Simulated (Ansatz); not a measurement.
# Ba on Ru(0001): change of the work function

Wanted: Δφ(θ) for Ba/Ru(0001), starting from the fcc site.

Main program and level: Ansatz 0.2.0; plane-wave DFT, PBE, Ansatz PAW.

## Step 1: The starting structure

The cell holds 4 atoms: 4 Ru. Its edges and angles: a = 2.700 Å, b = 2.700 Å, c = 24.415 Å, α = 90.0°, β = 90.0°, γ = 60.0°. Vacuum lies along c.

Coordinates:

```cif
data_structure
_symmetry_space_group_name_H-M 'P 1'
_symmetry_Int_Tables_number 1
_cell_length_a 2.7000
_cell_length_b 2.7000
_cell_length_c 24.4152
_cell_angle_alpha 90.000
_cell_angle_beta 90.000
_cell_angle_gamma 60.000
_cell_volume 154.14
loop_
_atom_site_label
_atom_site_type_symbol
_atom_site_fract_x
_atom_site_fract_y
_atom_site_fract_z
_atom_site_occupancy
Ru1 Ru 0.66667 0.66667 0.36862 1
Ru2 Ru 0.00000 0.00000 0.45621 1
Ru3 Ru 0.66667 0.66667 0.54379 1
Ru4 Ru 0.00000 0.00000 0.63138 1
```

## Step 2: The clean slab

The bare slab comes first, as the zero from which every change is counted. The two lowest layers are held at bulk places and the upper ones relax. The dipole correction removes the false field that a one-sided slab makes across the periodic vacuum, so each face gets a flat vacuum level of its own.

File input.yaml:

```yaml
crystal:
  lattice:
    - [2.7, 0.0, 0.0]
    - [1.35, 2.3382685902, 0.0]
    - [0.0, 0.0, 24.4152]
  atoms:
    - { symbol: Ru, position: [0.6666666667, 0.6666666667, 0.3686228251] }
    - { symbol: Ru, position: [0.0, 0.0, 0.4562076084] }
    - { symbol: Ru, position: [0.6666666667, 0.6666666667, 0.5437923916] }
    - { symbol: Ru, position: [0.0, 0.0, 0.6313771749] }
kpoints:
  mp_grid: { grid: [12, 12, 1] }
hamiltonian:
  xc: pbe
scf:
  occupations: { method: fermi_dirac, width: 0.1 }
  convergence: { dr2_threshold: 1.0e-08 }
efield:
  axis: 3
  dipole_correction: true
  ramp_position: 0.97
  ramp_width: 0.06
relax:
  f_tol: 0.02
  max_steps: 60
  constraints: [{ sites: [0, 1] }]
output:
  write_potential: true
  write_density: true
  volumetric_format: npy
```

Command:

```
$ ansatz run input.yaml --threads 4 --pin off --max-ram 16384MiB --backend cpu --events-out ev --progress --plain --runs-dir out
```

What it wrote:

```text
Engine: ansatz 0.2.0, aarch64-unknown-linux-gnu
Pseudopotentials: kind: paw
Pseudopotential: Ru, paw, valence charge 16, recommended cutoff 420 eV (normal), Ru.paw.azcp
Functional definition: PBE
  parameter kappa = 0.804
  parameter beta = 0.066725
  exchange = pbe_x(kappa = kappa, mu = beta*pi^2/3)
  correlation = pbe_c(beta = beta)
Crystal: 4 atoms, lattice volume = 154.141 Å³
Basis set: ecut = 420 eV, 3063 PW (Γ), exchange–correlation on 40×40×360 points (8 copies of the dense FFT grid, shifted against one another)
Bands: 39, of which v1, the nominal top of the filled ones, is band 32 counted from 1 (31 counted from 0)
Symmetry: 6 space group operations
k-points: 19 of 144 (time reversal used)
Non-local potential: Ru, projectors of the file, l = 0: 3, l = 1: 2, l = 2: 2, l = 3: 1
PAW form: soft (Blöchl's): semilocal exchange-correlation on the pseudo side does not see the compensation charge
PAW one-centre angular grid: Ru, 590 points (default); XC on 64 Gauss nodes
Initial density: superposition of atomic densities (neutral atoms: chi_scale 0, normalization atom), corrected by the library's trained network
Initial wavefunctions: pseudopotential atomic-orbital guess
Functional: x = pbe(κ = 0.804, μ = 0.219515), c = pbe(β = 0.066725)
SCF iter   1: F=—  HF=-23512.726011 eV  |F-HF|=—  |Δ(HF+E_count)|=         —  Δρ=8.02e-3  dr2=4.20e-1  ethr=1.77e-3  p=0.000 e·Å  D=2.55e-14 V/Å  ΔV_dip=-0.00 eV  dr2_dipole=4.18e-8  V_vac-E_F(+/−)=4.75/4.75 eV  ⟨swp⟩=7.4  Hψ=3258  notcnv=0
efield: sawtooth ramp at fractional position 0.9700 (set: `efield.ramp_position`, or a place that a band, a saddle search or an elastic batch's reference lends), width 0.0600; the density the first Hamiltonian is built on has a dipole p = 0.000 e·Å; the dipole correction subtracts the counter field D = 2.55e-14 V/Å, which shifts the + side's vacuum level by -0.00 eV against the − side's; the planar-averaged density in the ramp window peaks in size at 5.1e-6 e/Å³
preconditioner: auto → LDOS  [metal: Δε(μ)=0.040 eV  Ē_g=4.722 eV  σ=0.100 eV  W_gap=0.10  n_scr=18 (ndim 8)  ℏωp=16.9 eV  f_vac=0.584  D(μ)=4.50/eV (n_scr^D=16)  β→1.0]
SCF iter   2: F=—  HF=-23512.720745 eV  |F-HF|=—  |Δ(HF+E_count)|=   5.27e-3  Δρ=3.31e-3  dr2=3.80e-2  ethr=6.57e-4  p=-0.000 e·Å  D=-1.91e-5 V/Å  ΔV_dip=0.00 eV  dr2_dipole=4.73e-7  V_vac-E_F(+/−)=5.00/5.00 eV  ⟨swp⟩=1.5  Hψ=919  notcnv=0
SCF iter   3: F=—  HF=-23512.717886 eV  |F-HF|=—  |Δ(HF+E_count)|=   2.86e-3  Δρ=6.79e-4  dr2=8.55e-4  ethr=5.94e-5  p=-0.000 e·Å  D=-7.45e-6 V/Å  ΔV_dip=0.00 eV  dr2_dipole=3.12e-7  V_vac-E_F(+/−)=5.05/5.05 eV  ⟨swp⟩=2.0  Hψ=932  notcnv=0
SCF iter   4: F=—  HF=-23512.717814 eV  |F-HF|=—  |Δ(HF+E_count)|=   7.16e-5  Δρ=1.58e-4  dr2=1.09e-4  ethr=1.34e-6  p=-0.000 e·Å  D=-6.72e-6 V/Å  ΔV_dip=0.00 eV  dr2_dipole=3.71e-8  V_vac-E_F(+/−)=5.07/5.07 eV  ⟨swp⟩=2.1  Hψ=1171  notcnv=0
SCF iter   5: F=—  HF=-23512.717807 eV  |F-HF|=—  |Δ(HF+E_count)|=   7.22e-6  Δρ=5.25e-5  dr2=8.28e-6  ethr=1.71e-7  p=0.000 e·Å  D=1.09e-6 V/Å  ΔV_dip=-0.00 eV  dr2_dipole=6.52e-10  V_vac-E_F(+/−)=5.08/5.08 eV  ⟨swp⟩=2.2  Hψ=1114  notcnv=0
SCF iter   6: F=—  HF=-23512.717808 eV  |F-HF|=—  |Δ(HF+E_count)|=   7.84e-7  Δρ=2.85e-5  dr2=1.76e-6  ethr=1.29e-8  p=-0.000 e·Å  D=-2.98e-6 V/Å  ΔV_dip=0.00 eV  dr2_dipole=1.16e-11  V_vac-E_F(+/−)=5.09/5.09 eV  ⟨swp⟩=3.0  Hψ=1433  notcnv=0
SCF iter   7: F=—  HF=-23512.717807 eV  |F-HF|=—  |Δ(HF+E_count)|=   1.27e-7  Δρ=8.99e-6  dr2=2.28e-7  ethr=2.75e-9  p=0.000 e·Å  D=5.84e-8 V/Å  ΔV_dip=-0.00 eV  dr2_dipole=4.45e-11  V_vac-E_F(+/−)=5.09/5.09 eV  ⟨swp⟩=2.5  Hψ=1217  notcnv=0
SCF iter   8: F=—  HF=-23512.717808 eV  |F-HF|=—  |Δ(HF+E_count)|=   1.93e-7  Δρ=3.54e-6  dr2=2.81e-8  ethr=3.56e-10  p=-0.000 e·Å  D=-1.02e-7 V/Å  ΔV_dip=0.00 eV  dr2_dipole=1.70e-14  V_vac-E_F(+/−)=5.09/5.09 eV  ⟨swp⟩=2.8  Hψ=1346  notcnv=0
SCF iter   9: F=-23512.717808 eV  HF=-23512.717808 eV  |F-HF|=1.65e-9  |Δ(HF+E_count)|=   2.22e-8  Δρ=1.12e-6  dr2=1.93e-9  ethr=1.56e-11  p=-0.000 e·Å  D=-1.49e-7 V/Å  ΔV_dip=0.00 eV  dr2_dipole=2.06e-13  V_vac-E_F(+/−)=5.09/5.09 eV  ⟨swp⟩=10.6  Hψ=5507  notcnv=0
SCF 1 converged in 9 iterations: F = -23512.717808 eV  dr2 = 1.93e-9
  greatest PAW one-centre occupation: 0.998 electrons in one spin orbital (limit 2), on the Ru atom at site 3 (counted from 0), in its partial waves of l = 0
relax step   1: F+E_penalty+E_count = -23512.71780769 eV  Δ(F+E_penalty+E_count) = +0.000e0 eV  max|allowed force component| = 5.365e-1 eV/Å  Δτ_max = 0.0000 Å  (9 SCF iters, accepted)
Initial density: handed on by an earlier stage of this run
Initial wavefunctions: those handed on with the density
iter 1 solved again at ethr=2.79e-4 eV; its pass at ethr=3.10e-3 eV (dr2=1.79e-1 eV) is discarded
SCF iter   1: F=—  HF=-23512.732681 eV  |F-HF|=—  |Δ(HF+E_count)|=         —  Δρ=4.18e-3  dr2=1.61e-1  ethr=2.79e-4  p=-0.000 e·Å  D=-3.92e-8 V/Å  ΔV_dip=0.00 eV  dr2_dipole=5.05e-2  V_vac-E_F(+/−)=5.08/5.08 eV  ⟨swp⟩=1.4  Hψ=2246  notcnv=0
efield: sawtooth ramp at fractional position 0.9700 (set: `efield.ramp_position`, or a place that a band, a saddle search or an elastic batch's reference lends), width 0.0600; the density the first Hamiltonian is built on has a dipole p = -0.000 e·Å; the dipole correction subtracts the counter field D = -3.92e-8 V/Å, which shifts the + side's vacuum level by +0.00 eV against the − side's; the planar-averaged density in the ramp window peaks in size at 1.2e-6 e/Å³
preconditioner: auto → LDOS  [metal: Δε(μ)=0.011 eV  Ē_g=4.777 eV  σ=0.100 eV  W_gap=0.03  n_scr=18 (ndim 8)  ℏωp=16.9 eV  f_vac=0.589  D(μ)=4.80/eV (n_scr^D=18)  β→1.0]
SCF iter   2: F=—  HF=-23512.729634 eV  |F-HF|=—  |Δ(HF+E_count)|=   3.05e-3  Δρ=1.47e-3  dr2=8.73e-3  ethr=2.51e-4  p=0.001 e·Å  D=1.54e-3 V/Å  ΔV_dip=-0.04 eV  dr2_dipole=1.08e-3  V_vac-E_F(+/−)=5.04/5.07 eV  ⟨swp⟩=1.8  Hψ=865  notcnv=0
SCF iter   3: F=—  HF=-23512.729688 eV  |F-HF|=—  |Δ(HF+E_count)|=   5.40e-5  Δρ=1.46e-3  dr2=8.06e-3  ethr=1.36e-5  p=0.002 e·Å  D=1.78e-3 V/Å  ΔV_dip=-0.04 eV  dr2_dipole=1.74e-4  V_vac-E_F(+/−)=5.04/5.08 eV  ⟨swp⟩=2.9  Hψ=1565  notcnv=0
SCF iter   4: F=—  HF=-23512.727755 eV  |F-HF|=—  |Δ(HF+E_count)|=   1.93e-3  Δρ=1.69e-4  dr2=7.46e-5  ethr=1.26e-5  p=0.001 e·Å  D=1.75e-3 V/Å  ΔV_dip=-0.04 eV  dr2_dipole=2.30e-6  V_vac-E_F(+/−)=5.03/5.07 eV  ⟨swp⟩=2.4  Hψ=1137  notcnv=0
SCF iter   5: F=—  HF=-23512.727757 eV  |F-HF|=—  |Δ(HF+E_count)|=   2.03e-6  Δρ=6.38e-5  dr2=1.06e-5  ethr=1.17e-7  p=0.001 e·Å  D=1.73e-3 V/Å  ΔV_dip=-0.04 eV  dr2_dipole=2.00e-7  V_vac-E_F(+/−)=5.03/5.07 eV  ⟨swp⟩=3.2  Hψ=1576  notcnv=0
SCF iter   6: F=—  HF=-23512.727763 eV  |F-HF|=—  |Δ(HF+E_count)|=   5.90e-6  Δρ=2.64e-5  dr2=1.28e-6  ethr=1.66e-8  p=0.001 e·Å  D=1.75e-3 V/Å  ΔV_dip=-0.04 eV  dr2_dipole=6.23e-9  V_vac-E_F(+/−)=5.03/5.07 eV  ⟨swp⟩=2.3  Hψ=1096  notcnv=0
SCF iter   7: F=—  HF=-23512.727764 eV  |F-HF|=—  |Δ(HF+E_count)|=   6.93e-7  Δρ=6.73e-6  dr2=1.28e-7  ethr=2.01e-9  p=0.002 e·Å  D=1.77e-3 V/Å  ΔV_dip=-0.04 eV  dr2_dipole=1.80e-8  V_vac-E_F(+/−)=5.03/5.07 eV  ⟨swp⟩=3.2  Hψ=1481  notcnv=0
SCF iter   8: F=—  HF=-23512.727764 eV  |F-HF|=—  |Δ(HF+E_count)|=   1.54e-7  Δρ=2.57e-6  dr2=1.73e-8  ethr=2.01e-10  p=0.002 e·Å  D=1.76e-3 V/Å  ΔV_dip=-0.04 eV  dr2_dipole=5.74e-11  V_vac-E_F(+/−)=5.03/5.07 eV  ⟨swp⟩=2.6  Hψ=1265  notcnv=0
SCF iter   9: F=-23512.727764 eV  HF=-23512.727764 eV  |F-HF|=1.10e-8  |Δ(HF+E_count)|=   8.54e-8  Δρ=8.42e-7  dr2=1.45e-9  ethr=1.56e-11  p=0.002 e·Å  D=1.77e-3 V/Å  ΔV_dip=-0.04 eV  dr2_dipole=8.76e-11  V_vac-E_F(+/−)=5.03/5.07 eV  ⟨swp⟩=10.9  Hψ=5451  notcnv=0
SCF 2 converged in 9 iterations: F = -23512.727764 eV  dr2 = 1.45e-9
relax step   2: F+E_penalty+E_count = -23512.72776402 eV  Δ(F+E_penalty+E_count) = -9.956e-3 eV  max|allowed force component| = 2.640e-1 eV/Å  Δτ_max = 0.0631 Å  (9 SCF iters, accepted)
SCF iter   1: F=—  HF=-23512.732127 eV  |F-HF|=—  |Δ(HF+E_count)|=         —  Δρ=2.15e-3  dr2=4.13e-2  ethr=5.39e-4  p=0.002 e·Å  D=1.77e-3 V/Å  ΔV_dip=-0.04 eV  dr2_dipole=1.13e-2  V_vac-E_F(+/−)=5.03/5.08 eV  ⟨swp⟩=2.5  Hψ=1222  notcnv=0
efield: sawtooth ramp at fractional position 0.9700 (set: `efield.ramp_position`, or a place that a band, a saddle search or an elastic batch's reference lends), width 0.0600; the density the first Hamiltonian is built on has a dipole p = 0.002 e·Å; the dipole correction subtracts the counter field D = 1.77e-3 V/Å, which shifts the + side's vacuum level by -0.04 eV against the − side's; the planar-averaged density in the ramp window peaks in size at 1.5e-6 e/Å³
preconditioner: auto → LDOS  [metal: Δε(μ)=0.014 eV  Ē_g=4.748 eV  σ=0.100 eV  W_gap=0.03  n_scr=18 (ndim 8)  ℏωp=16.9 eV  f_vac=0.586  D(μ)=4.73/eV (n_scr^D=18)  β→1.0]
SCF iter   2: F=—  HF=-23512.731430 eV  |F-HF|=—  |Δ(HF+E_count)|=   6.97e-4  Δρ=7.28e-4  dr2=2.45e-3  ethr=6.45e-5  p=0.001 e·Å  D=1.56e-3 V/Å  ΔV_dip=-0.04 eV  dr2_dipole=5.81e-4  V_vac-E_F(+/−)=5.04/5.08 eV  ⟨swp⟩=1.3  Hψ=911  notcnv=0
SCF iter   3: F=—  HF=-23512.731343 eV  |F-HF|=—  |Δ(HF+E_count)|=   8.72e-5  Δρ=6.75e-4  dr2=1.60e-3  ethr=3.83e-6  p=0.001 e·Å  D=1.09e-3 V/Å  ΔV_dip=-0.03 eV  dr2_dipole=1.21e-4  V_vac-E_F(+/−)=5.05/5.07 eV  ⟨swp⟩=3.1  Hψ=1548  notcnv=0
SCF iter   4: F=—  HF=-23512.731020 eV  |F-HF|=—  |Δ(HF+E_count)|=   3.23e-4  Δρ=9.48e-5  dr2=2.67e-5  ethr=2.50e-6  p=0.001 e·Å  D=1.20e-3 V/Å  ΔV_dip=-0.03 eV  dr2_dipole=7.96e-8  V_vac-E_F(+/−)=5.05/5.07 eV  ⟨swp⟩=2.0  Hψ=1076  notcnv=0
SCF iter   5: F=—  HF=-23512.731020 eV  |F-HF|=—  |Δ(HF+E_count)|=   6.03e-7  Δρ=2.91e-5  dr2=1.95e-6  ethr=4.17e-8  p=0.001 e·Å  D=1.21e-3 V/Å  ΔV_dip=-0.03 eV  dr2_dipole=2.55e-7  V_vac-E_F(+/−)=5.04/5.07 eV  ⟨swp⟩=3.1  Hψ=1467  notcnv=0
SCF iter   6: F=—  HF=-23512.731025 eV  |F-HF|=—  |Δ(HF+E_count)|=   4.88e-6  Δρ=1.06e-5  dr2=2.20e-7  ethr=3.05e-9  p=0.001 e·Å  D=1.21e-3 V/Å  ΔV_dip=-0.03 eV  dr2_dipole=2.08e-9  V_vac-E_F(+/−)=5.05/5.07 eV  ⟨swp⟩=2.2  Hψ=1072  notcnv=0
SCF iter   7: F=—  HF=-23512.731026 eV  |F-HF|=—  |Δ(HF+E_count)|=   3.04e-7  Δρ=3.59e-6  dr2=4.54e-8  ethr=3.44e-10  p=0.001 e·Å  D=1.20e-3 V/Å  ΔV_dip=-0.03 eV  dr2_dipole=5.43e-9  V_vac-E_F(+/−)=5.05/5.07 eV  ⟨swp⟩=2.9  Hψ=1360  notcnv=0
SCF iter   8: F=-23512.731026 eV  HF=-23512.731026 eV  |F-HF|=2.10e-8  |Δ(HF+E_count)|=   4.07e-8  Δρ=1.12e-6  dr2=4.97e-9  ethr=1.56e-11  p=0.001 e·Å  D=1.20e-3 V/Å  ΔV_dip=-0.03 eV  dr2_dipole=1.47e-10  V_vac-E_F(+/−)=5.05/5.08 eV  ⟨swp⟩=10.9  Hψ=5658  notcnv=0
SCF 3 converged in 8 iterations: F = -23512.731026 eV  dr2 = 4.97e-9
relax step   3: F+E_penalty+E_count = -23512.73102571 eV  Δ(F+E_penalty+E_count) = -3.262e-3 eV  max|allowed force component| = 1.726e-2 eV/Å  Δτ_max = 0.0292 Å  (8 SCF iters, accepted)
NSCF: frozen V_eff on 19 k-points
the band table was solved once a step of the walk had ended and its energy, with any forces and stress, was formed, with the checks that follow a solve (3207 applications of the Hamiltonian). They found nothing against the state; the energy, forces and stress were not computed again (output.eigenvalues in the input reference)
WARN: The input density's exchange-correlation potential varies sharply where the density is thin. Do not read a vacuum level from v_tot or v_xc, or from such a field of the output density. On a cell that repeats whose density bears no net charge and no dipole along the vacuum's axis use v_es (v_loc + v_h of the components); under efield.dipole_correction with no amplitude use v_es + v_field, which holds any external [...]
SCF converged after 8 iterations
Free energy (F): -23512.731026 eV
Harris-Foulkes:  -23512.731026 eV  (|F-HF|=2.10e-8)
Internal energy: -23512.573717 eV  (E = F + TS)
E sigma→0 (E₀):  -23512.652371 eV
Entropy (-TS):   -0.157309 eV (-39.327 meV/atom)
Fermi energy:    5.070094 eV
Dipole field:    D = 0.001218 V/Å  (p = 0.001038 e·Å, saw-weighted, corrected)
Work function:   Φ+ = 5.0457 eV   Φ− = 5.0754 eV
Levels:          The Fermi level and band energies are counted from a zero that moves with the ramp; work functions are not
--- Per-component energies (eV) ---
  E_band       = -1382.396250
  E_kinetic    = 2053.424202
  E_local      = -108450.119539  (includes V_loc(G=0)·N_el)
  E_nonlocal   = 1374.134429
  E_hartree    = 52740.331170
  E_xc         = -759.224491
  E_vxc        = -952.769082  (∫ρ·V_xc dr)
  E_paw        = -13843.557206  (= ΣΔE_a)
  E_vpaw       = -887.740778  (= ΣTr[D̂ρ^β])
  E_aug_tail   = -0.000773  (compensation charges beyond the density's cutoff)
  E_efield     = 0.000001  (sawtooth field / dipole correction)
  E_vefield    = 0.000284  (∫n·V_field dr)
  E_ewald      = 43372.438490
  E_smearing   = -0.157309  (= −TS)
  E_closure    = -0.000000  (closes the sum)
  Σ components = -23512.731026   (vs F -23512.731026, Δ=0.00e0)
--- Forces (eV/Å), atoms counted from 1 ---
  atom   1  Ru     0.00000000    -0.00000000     0.47191100
  atom   2  Ru    -0.00000000     0.00000000    -0.45864794
  atom   3  Ru    -0.00000000    -0.00000000    -0.01725956
  atom   4  Ru    -0.00000000    -0.00000000     0.00398370
  max |Σ_I F_I| component: 1.28e-5 eV/Å
--- Band table (eV; the first three rows and the last of 19) ---
  k-point 0: bands = [... 28 lower, 3.1032, 3.1032, 3.3035, 4.2564, 4.2564, 5.1708, 5.2356, 5.2356, ... 3 higher]
  k-point 1: bands = [... 28 lower, 3.1352, 3.2707, 3.3655, 4.0857, 4.2001, 4.6895, 4.9614, 5.1771, ... 3 higher]
  k-point 2: bands = [... 28 lower, 3.2004, 3.4733, 3.6256, 3.7607, 4.0789, 4.3168, 4.8058, 5.0858, ... 3 higher]
  k-point 18: bands = [... 28 lower, 3.0217, 3.8651, 4.4540, 5.7029, 5.7380, 5.7613, 6.1990, 6.2368, ... 3 higher]
--- Relaxed structure (3 steps of the walk, 3 accepted, 0 SCFs on fresh bases) ---
  F+E_penalty+E_count = -23512.73102571 eV   max|allowed force component| = 1.726e-2 eV/Å
  atoms:
    - { symbol: Ru, position: [0.666667, 0.666667, 0.3686228251] }
    - { symbol: Ru, position: [0.0, 0.0, 0.456208] }
    - { symbol: Ru, position: [0.666667, 0.666667, 0.544587] }
    - { symbol: Ru, position: [-1.393648e-18, 0, 0.629989] }
```

Elapsed: 9.4 s, on 4 threads of Arm Neoverse V1, shared host; peak memory 0.46 GiB; 36 s of CPU time.

Reading the cycles: dr2 is the Hartree energy of the density residual (eV), the measure of convergence; HF is the Harris–Foulkes estimate of the energy, which meets the free energy F at convergence.

The steps of the relaxation:

```
step  energy less that of the first step (eV)  largest force component (eV/Å)
   1                                   0.0000                          0.5365
   2                                  -0.0100                          0.2640
   3                                  -0.0132                          0.0173
```

The run keeps the 6 symmetry operations that the program found, so distortions that break them were not tested.

The atoms that moved most (Å):

```
atom     dx     dy      dz  length
 Ru4  0.000  0.000  -0.034   0.034
 Ru3  0.000  0.000   0.019   0.019
```

This step gave:

- energy at zero smearing: -23512.6524 eV
- work function, upper face: 5.046 eV
- work function, lower face: 5.075 eV
- dipole along the normal: 0.001038 e·Å
- step between the vacuum levels: -0.02975 eV

Running mean over 2.138 Å of the planar mean; the ramp of the sawtooth is left out. The electron's electrostatic potential energy less the Fermi level by z:

z (Å), electron's electrostatic potential energy less the Fermi level (eV) and a bar from the least value:
```
      3.0        5.1 ##############################
      3.5        5.1 ##############################
      4.0        5.1 ##############################
      4.5        5.1 ##############################
      5.0        5.1 ##############################
      5.5        5.0 ##############################
      6.0        5.0 ##############################
      6.5        4.8 ##############################
      7.0        3.9 ############################
      7.5        0.7 ########################
      8.0       -6.3 #############
      8.5      -12.3 #####
      9.0      -14.2 ##
      9.5      -14.5 #
     10.0      -14.6 #
     10.5      -14.7 #
     11.0      -14.8 #
     11.5      -14.8 #
     12.0      -14.6 #
     12.5      -14.7 #
     13.0      -14.9 #
     13.5      -15.0 #
     14.0      -15.4 
     14.5      -15.4 
     15.0      -14.8 #
     15.5      -14.1 ##
     16.0      -11.4 ######
     16.5       -4.5 ################
     17.0        1.8 #########################
     17.5        4.2 #############################
     18.0        4.8 ##############################
     18.5        5.0 ##############################
     19.0        5.0 ##############################
     19.5        5.0 ##############################
     20.0        5.0 ##############################
     20.5        5.0 ##############################
     21.0        5.0 ##############################
```

The relaxation took 3 steps and lowered the energy by 0.013 eV; the largest force on the free atoms ends at 0.017 eV/Å.

The work function of the upper face is 5.05 eV.

[end of part 1 of 3]

[Long decimals in the printed logs are rounded to 6 places.]

[Logs are printed without paths, hosts, clocks, repeated set-up lines and the standing remarks that a program may print on its own settings, such as how far it seeks lower states.]

[Hosts, paths, dates, database ids (printed as entryN), source tags and the programs' standing remarks are cut or masked in the printed files.]

[Maps of the electrostatic potential energy from Ansatz leave out the sawtooth potential of an applied field or a dipole correction, so their vacuum need not be flat; planar profiles and work functions include it.]
